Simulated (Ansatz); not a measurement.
WSSe/WSSe/WSSe (multilayer of trigonal-prismatic sheets), computed twice by G0W0.

The cell holds 9 atoms: 3 W, 3 S and 3 Se. Its edges and angles: a = 3.187 Å, b = 3.187 Å, c = 54.600 Å, α = 90.0°, β = 90.0°, γ = 120.0°. Regions: layer 1 (WSSe), 3 atoms (1 W, 1 S and 1 Se); layer 2 (WSSe), 3 atoms (1 W, 1 S and 1 Se); layer 3 (WSSe), 3 atoms (1 W, 1 S and 1 Se). Vacuum lies along c.

```xyz
9
Lattice="3.1868 0.0000 0.0000 -1.5934 2.7598 0.0000 0.0000 0.0000 54.6000" Properties=species:S:1:pos:R:3
W     0.0000    1.8399   21.1474
S     1.5934    0.9199   22.6768
Se    1.5934    0.9199   19.4498
W     1.5934    0.9199   27.3862
S     0.0000    1.8399   28.9153
Se    0.0000    1.8399   25.6855
W     0.0000    1.8399   33.6240
S     1.5934    0.9199   35.1502
Se    1.5934    0.9199   31.9231
```

The structure was relaxed with LDA. The runs that relaxed it are not among those shown. Spin-orbit coupling is left out unless a run names it.

The first (Ansatz 0.2.0; start LDA, 9×9×1 mesh, 638 empty bands, screening to 70 eV, PAW set soft_1 files; 1 × NVIDIA H100 80GB HBM3 (shared by 6 runs) with 3 threads of AMD EPYC 7R13 (Zen 3), shared host) gave, on its mesh: starting gap 0.52 eV, G0W0 gap 1.04 eV, mean of 1 + 4πα/V (set by the cell height) 4.24, 2.9 min.

The second changes empty bands from 638 to 255 and screening cutoff (eV) from 70.0 to 38. What does it give?

It gave: starting gap 0.52 eV, G0W0 gap 0.99 eV, mean of 1 + 4πα/V (set by the cell height) 4.26, 79 s. The G0W0 gap moves by −0.05 eV, +0.0001 eV from the start and −0.05 eV from the correction. Σc changes by +0.34 eV at the valence top and +0.29 eV at the conduction bottom, and Σx − Vxc between them by +0.00 eV.

Limits: not at the basis limit; coarse mesh for a sheet; no spin-orbit coupling.

[Paths, hosts, dates, memory and timing lines, banners, echoed tables and standing remarks are left out of the program output.]

[Logs are printed without paths, hosts, clocks, repeated set-up lines and the standing remarks that a program may print on its own settings, such as how far it seeks lower states.]

[Runs of the session that timed out or met a known fault of the program may be left out.]

[Cells called generated may have been cut or substituted from an entry of the Crystallography Open Database or the Materials Project.]

[Hosts, paths, dates, database ids (printed as entryN), source tags and the programs' standing remarks are cut or masked in the printed files.]
